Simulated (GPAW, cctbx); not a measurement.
# How far are the atoms of Cs2LiFeBr6 from free atoms?

Aim: compute the bonding part of the density of Cs2LiFeBr6, find which reflections carry it, and see how it biases an ordinary refinement.

The cell comes from substitution in a known structure type and wasn't matched to any measured phase. All numbers below are calculated.

## 1. Relax the structure

The density hangs on the geometry, so cell and atoms are relaxed first, with the symmetry held. The cutoff is set higher than for the density because stress converges slowly with plane waves.

Settings: GPAW 26.7.0, PBE, 670 eV, 3×3×3 k-points, Fermi–Dirac width 0.05 eV, spin-polarised, BFGS to 0.03 eV/Å.

```text
cell
1.0
     0.000000000    5.571500000    5.571500000
     5.571500000    0.000000000    5.571500000
     5.571500000    5.571500000    0.000000000
Cs Br Fe Li
2 6 1 1
Direct
0.250000000 0.250000000 0.250000000
0.750000000 0.750000000 0.750000000
0.756400000 0.756400000 0.243600000
0.756400000 0.243600000 0.756400000
0.243600000 0.756400000 0.243600000
0.243600000 0.756400000 0.756400000
0.243600000 0.243600000 0.756400000
0.756400000 0.243600000 0.243600000
0.000000000 0.000000000 0.000000000
0.500000000 0.500000000 0.500000000
```

```console
$ OMP_NUM_THREADS=1 mpirun -n 4 gpaw python run.py > gpaw.log
```

```text
BFGS:    0      -34.287409        0.553735
BFGS:    1      -34.320213        0.510829
BFGS:    2      -34.491244        0.221693
BFGS:    3      -34.503526        0.165070
...
BFGS:    7      -34.538682        0.160693
BFGS:    8      -34.547797        0.081522
BFGS:    9      -34.550373        0.015754
cell  7.6703 7.6703 7.6703  60.00 60.00 60.00
volume 319.099 A^3, largest force 0.016 eV/A, largest stress 0.07 GPa
```

After 9 steps the volume has changed by -7.7 % and the energy by -0.263 eV; the largest stress left is 0.07 GPa. It took 4.8 min on 4 cores of Intel(R) Xeon(R) 6975P-C (Granite Rapids) (shared host), peak memory 2.6 GiB.

Relaxed structure: Fm-3m (no. 225), a = 10.8475 Å, b = 10.8475 Å, c = 10.8475 Å, α = 90.00°, β = 90.00°, γ = 90.00°.

```csv
atom,mult.,x,y,z
Cs1,8,1/4,3/4,3/4
Br1,24,0,0,0.7612
Fe1,4,0,0,0
Li1,4,1/2,0,0
```

## 2. Density and charge transfer

X-rays see the whole electron density, so the PAW density is rebuilt with its core regions. Subtracting spherical free atoms from the same code cancels the cores and leaves the deformation density Δρ, the part due to bonding.

Settings: PBE, 550 eV, 3×3×3 k-points, Fermi–Dirac width 0.05 eV, spin-polarised; primitive cell of 10 atoms.

```console
$ OMP_NUM_THREADS=1 mpirun -n 4 gpaw python run.py > gpaw.log
```

```text
|iter:   1|       0s |  -34.831921 | -0.57 |       |  +3.0106|
|iter:   2|       1s |  -34.513777 | -2.27 | -1.08 |  +3.1099|
|iter:   3|       3s |  -34.383461 | -2.16 | -1.14 |  +3.7046|
...
|iter:   9|      14s |  -34.535943c| -6.48 | -3.61 |  +4.9946|
|iter:  10|      16s |  -34.535947c| -7.21 | -4.08c|  +4.9947|
|iter:  11|      18s |  -34.535950c| -7.55c| -4.51c|  +4.9947|
```

```text
grid (84, 84, 84)  electrons 349.000  moved by bonding 1.409 e
deformation density beyond 0.5 A of the nuclei: max 0.265, min -0.141 e/A^3
atom        x       y       z   Voronoi charge  moment
Cs1    0.2500  0.2500  0.2500      0.167       0.00
Cs2    0.7500  0.7500  0.7500      0.167       0.00
Br3    0.7612  0.7612  0.2388     -0.135       0.11
Br4    0.7612  0.2388  0.7612     -0.135       0.11
Br5    0.2388  0.7612  0.2388     -0.135       0.11
Br6    0.2388  0.7612  0.7612     -0.135       0.11
Br7    0.2388  0.2388  0.7612     -0.135       0.11
Br8    0.7612  0.2388  0.2388     -0.135       0.11
Fe9    0.0000  0.0000  0.0000      0.309       3.74
Li10   0.5000  0.5000  0.5000      0.168       0.01
mean inner potential of superposed free atoms 12.593 V
total magnetic moment 4.995 muB
```

Deformation density in a plane through the shortest contact of the Br atom at the origin, in 0.01 e/Å³ (clipped at ±99); x from -1.6 to 4.2 Å, y from 2.4 down to -2.4 Å:

```text
  1   0  -1  -1  -1  -1   0   1   2   2   .   .  -1   2   1   0
  0   0   0  -1  -1  -1   0   0   1   1  -2  -4  -1   1   1   0
  0   0   0   0   0   0   0   0   0   2   4   5   4   1   0   0
 -1   0   1   1   2   1   0   0  -1   0   2   4   2   0  -1   0
 -1   0   1   3   3   2   1   1  -1  -4  -3   2  -4  -4   0   1
  0   1   0   0   .  -3   1   4   0  -4  -4   .  -4  -3   2   4
  0   1  -1   .   .   .  -1   6   3   6   .   .   .   2   4   5
  0   1   0  -1   .  -2   0   4   0  -4  -3   .  -5  -3   2   4
 -1   0   1   3   3   2   1   1  -1  -4  -3   2  -4  -4   0   2
 -1   0   1   1   2   1   0   0  -1   0   2   4   1   0  -1   0
  0   0   0   0   0   0   0   0   0   2   4   5   4   1   0   0
  0   0   0  -1  -1  -1   0   0   1   1  -3  -4  -1   1   1   0
  1   0  -1  -1  -1  -1   0   1   2   2   .   .  -1   2   1   0
```

Atoms in or within 0.15 Å of the plane: Br (0.0, 0.0), Fe (2.6, 0.0) Å. Dots mark points within about 0.45 Å of a nucleus; large values next to them are atomic features.

Br gains most (-0.14 e) and Fe loses most (+0.31 e); Br is the most electronegative element, but the order of the others doesn't follow electronegativity. Such charges fall far short of formal ones, since overlapping free atoms already put density on their neighbours. Along the shortest contact from the Br atom at the map's origin, Br–Fe at 2.59 Å, Δρ is +0.05 e/Å³ at the midpoint; the highest value on the line, +0.28, lies at the edge of the range, 0.5 Å from Fe, and is an atomic rather than a bond feature: a modest build-up. At the midpoints of other shortest contacts it is +0.01 (Br–Li, 2.83 Å) e/Å³. Point values carry grid noise of about 0.01 e/Å³. The cell's moment is 5.00 μB; the largest inside an atomic sphere is 3.74 μB. The run needed 11 iterations, 32 s.

## 3. Structure factors

The Fourier components of Δρ, added to those of the free atoms, give the static X-ray structure factors; the Mott–Bethe relation turns them into the Fourier components V of the potential that fast electrons feel.

```text
static structure factors of the conventional cell: F in electrons, V (Mott-Bethe) in volts
   h  k  l      d  |F| table  |F| free   |F| DFT   change   |V| free  |V| DFT  change %
   1  1  1  6.2628   144.075   144.215   144.109   -0.106     0.950    0.965      1.6
   0  2  0  5.4238    38.752    39.147    38.871   -0.277     0.221    0.250     13.2
   0  2  2  3.8352   243.713   243.885   242.278   -1.607     1.988    2.073      4.3
   1  3  1  3.2706    62.822    62.752    62.471   -0.282     0.383    0.394      2.8
   2  2  2  3.1314   983.743   984.299   986.991    2.692     6.036    5.941     -1.6
   0  4  0  2.7119  1123.053  1123.378  1124.386    1.008     6.910    6.883     -0.4
   1  3  3  2.4886     4.046     4.417     4.698    0.282     0.024    0.018    -26.3
   0  4  2  2.4256    48.283    48.708    48.568   -0.140     0.074    0.077      4.0
   2  4  2  2.2142   203.827   203.524   203.889    0.365     1.180    1.173     -0.5
   3  3  3  2.0876    62.650    63.099    63.345    0.246     0.323    0.319     -1.2
   1  5  1  2.0876   169.270   168.916   169.010    0.094     0.919    0.918     -0.2
   0  4  4  1.9176   989.139   989.028   987.997   -1.030     5.084    5.097      0.3
   1  5  3  1.8336   104.863   104.491   104.466   -0.025     0.542    0.543      0.1
   2  4  4  1.8079    53.235    53.966    54.276    0.311     0.108    0.105     -3.4
```

The largest X-ray change is +2.69 e on 222, 0.3 % of |F|. For electrons V goes as (Z − F)/g², so a change of F counts against Z − F, which is small at low angle and wherever the atoms' terms cancel: |V| of 020 moves by +13.2 % (0.22 to 0.25 V) against -0.7 % in |F|. The last three rows still change by up to 1.03 e; the table stops while the angles are still low. The tabulated Hartree–Fock atoms differ from the free DFT atoms by up to 0.73 e, so the choice of reference atom matters too.

## 4. Convergence

Cutoff and k-mesh: one is changed at a time, to find what the result needs.

```csv
run,ΔF 222 (e),ΔF 022 (e),ΔF 044 (e),q(Br) (e),moved (e),time
550 eV 3×3×3,+2.692,-1.607,-1.030,-0.135,1.409,32 s
250 eV 3×3×3,+2.696,-1.614,-1.042,-0.137,1.401,11 s
350 eV 3×3×3,+2.701,-1.614,-1.032,-0.138,1.404,18 s
750 eV 3×3×3,+2.690,-1.607,-1.031,-0.136,1.417,44 s
550 eV 1×1×1,+4.142,-2.054,-1.027,-0.183,2.038,15 s
550 eV 2×2×2,+2.753,-1.637,-1.035,-0.138,1.435,22 s
```

Within 0.05 e of the base on all three: 250 eV 3×3×3, 350 eV 3×3×3 and 750 eV 3×3×3. The largest error, 1.450 e, comes with 550 eV 1×1×1. The moved charge is off by up to 45 % among these runs. Times are from shared hosts.

## 5. What a spherical-atom refinement makes of it

Routine crystallography fits spherical atoms. To see the bias, intensities are simulated from tabulated atoms plus the DFT change ΔF, so that bonding alone can misfit (10776 reflections of the full sphere, merged to the counts below, to 0.5 Å, 1.5 % proportional noise plus counting noise, assumed isotropic U as listed, Δρ smeared by the mean U) and refined with cctbx over different ranges.

| range | data | R1 | GooF | U Cs1 (true 0.0073) | U Br1 (true 0.0086) | U Fe1 (true 0.0096) | U Li1 (true 0.0159) | largest shift (Å) | Δρ max, min (e/Å³) |
| --- | --- | --- | --- | --- | --- | --- | --- | --- | --- |
| all data | 323 | 0.0037 | 1.02 | 0.0073 | 0.0086 | 0.0096 | 0.0163 | 0.0001 | 0.23, -0.27 |
| low resolution, d > 0.84 | 83 | 0.0031 | 1.07 | 0.0072 | 0.0085 | 0.0093 | 0.0170 | 0.0001 | 0.12, -0.14 |
| high order, d < 0.75 | 212 | 0.0041 | 0.98 | 0.0073 | 0.0086 | 0.0097 | 0.0160 | 0.0000 | 0.15, -0.15 |
| occupancies free, d > 0.7 | 131 | 0.0032 | 1.04 | 0.0073 | 0.0085 | 0.0095 | 0.0179 | 0.0001 | 0.15, -0.16 |

With all data GooF is 1.02, so at this noise the bonding hardly shows; the top residual peak lies 1.10 Å from Li and 1.73 Å from Br. No U is off by more than 3 s.u. at low resolution. With Cs1 held at 1 and the scale free, the other occupancies refine to Br1 0.998(0.001), Fe1 1.001(0.002) and Li1 1.021(0.026), within three s.u. of full.

## 6. Answer

Bonding moves 1.41 e in the primitive cell of Cs2LiFeBr6 and changes the structure factors of the conventional cell in the table above by at most 2.69 e (222, 0.3 %), and among reflections above 2 % of the strongest by up to 0.7 % (020). The shortest bond, Br–Fe, has Δρ = +0.05 e/Å³ at its midpoint. Within 0.05 e of the base on all three: 250 eV 3×3×3, 350 eV 3×3×3 and 750 eV 3×3×3. The largest error, 1.450 e, comes with 550 eV 1×1×1. The moved charge is off by up to 45 % among these runs. With all data GooF is 1.02, so at this noise the bonding hardly shows. Limits: static density, frozen cores, no spin–orbit coupling; a ferromagnetic start is the only order tried, and the real ground state may be antiferromagnetic or insulating; no Hubbard U on Fe.

[Outputs are excerpts: Python notices, other lines and further rows are left out; steps that failed or that the build refused (PBEsol, TPSS) are not shown.]

[Logs are printed without paths, hosts, clocks, repeated set-up lines and the standing remarks that a program may print on its own settings, such as how far it seeks lower states.]
